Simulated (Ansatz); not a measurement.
Cd5B3O9F (Cm), computed twice by G0W0.

```yaml
crystal:
  lattice:
    - [4.02850, -7.98300, 0.00000]
    - [4.02850, 7.98300, 0.00000]
    - [-0.60212, 0.00000, 3.39400]
  atoms:
    - { symbol: Cd, position: [0.24630, 0.24630, 0.78998] }
    - { symbol: Cd, position: [0.97243, 0.73504, 0.07448] }
    - { symbol: Cd, position: [0.73504, 0.97243, 0.07448] }
    - { symbol: Cd, position: [0.65184, 0.29856, 0.41746] }
    - { symbol: Cd, position: [0.29856, 0.65184, 0.41746] }
    - { symbol: B, position: [0.95952, 0.35330, 0.83393] }
    - { symbol: B, position: [0.35330, 0.95952, 0.83393] }
    - { symbol: B, position: [0.59705, 0.59705, 0.46603] }
    - { symbol: O, position: [0.89575, 0.44066, 0.03022] }
    - { symbol: O, position: [0.44066, 0.89575, 0.03022] }
    - { symbol: O, position: [0.75862, 0.60796, 0.51212] }
    - { symbol: O, position: [0.60796, 0.75862, 0.51212] }
    - { symbol: O, position: [0.15087, 0.43980, 0.85046] }
    - { symbol: O, position: [0.43980, 0.15087, 0.85046] }
    - { symbol: O, position: [0.42456, 0.42456, 0.37158] }
    - { symbol: O, position: [0.82581, 0.17399, 0.62715] }
    - { symbol: O, position: [0.17399, 0.82581, 0.62715] }
    - { symbol: F, position: [0.04037, 0.04037, 0.18487] }
```

Geometry: measured cell, ions relaxed with PBE. The runs that relaxed it are not among those shown.

The first (Ansatz 0.2.0; start PBE, 2×2×4 mesh, 1098 empty bands, screening to 170 eV, PAW set soft_1 files; 1 × NVIDIA H100 80GB HBM3 (shared by 6 runs) with 2 threads of AMD EPYC 7R13 (Zen 3), shared host) gave, on its mesh: starting gap 1.75 eV, G0W0 gap 3.26 eV, RPA ε∞ (mean) 3.60, 97 s.

The second gave: starting gap 1.75 eV, G0W0 gap 3.11 eV, RPA ε∞ (mean) 3.64, 20 s.

What was changed in the input? Choose among start, files, mesh, bands and cutoff, frequency model or another key.

Changed: empty bands from 1098 to 180 and screening cutoff (eV) from 170.0 to 51. The starting gap stayed, which rules out the functional and points to the GW step. Other changes could give like numbers; this is the one that was made.

Limits: not at the basis limit; d shell near the gap, gap tends to lie low; no spin-orbit coupling; coarse k mesh.

[Paths, hosts, dates, memory and timing lines, banners, echoed tables and standing remarks are left out of the program output.]

[Logs are printed without paths, hosts, clocks, repeated set-up lines and the standing remarks that a program may print on its own settings, such as how far it seeks lower states.]

[Runs of the session that timed out or met a known fault of the program may be left out.]

[Cells called generated may have been cut or substituted from an entry of the Crystallography Open Database or the Materials Project.]

[Hosts, paths, dates, database ids (printed as entryN), source tags and the programs' standing remarks are cut or masked in the printed files.]
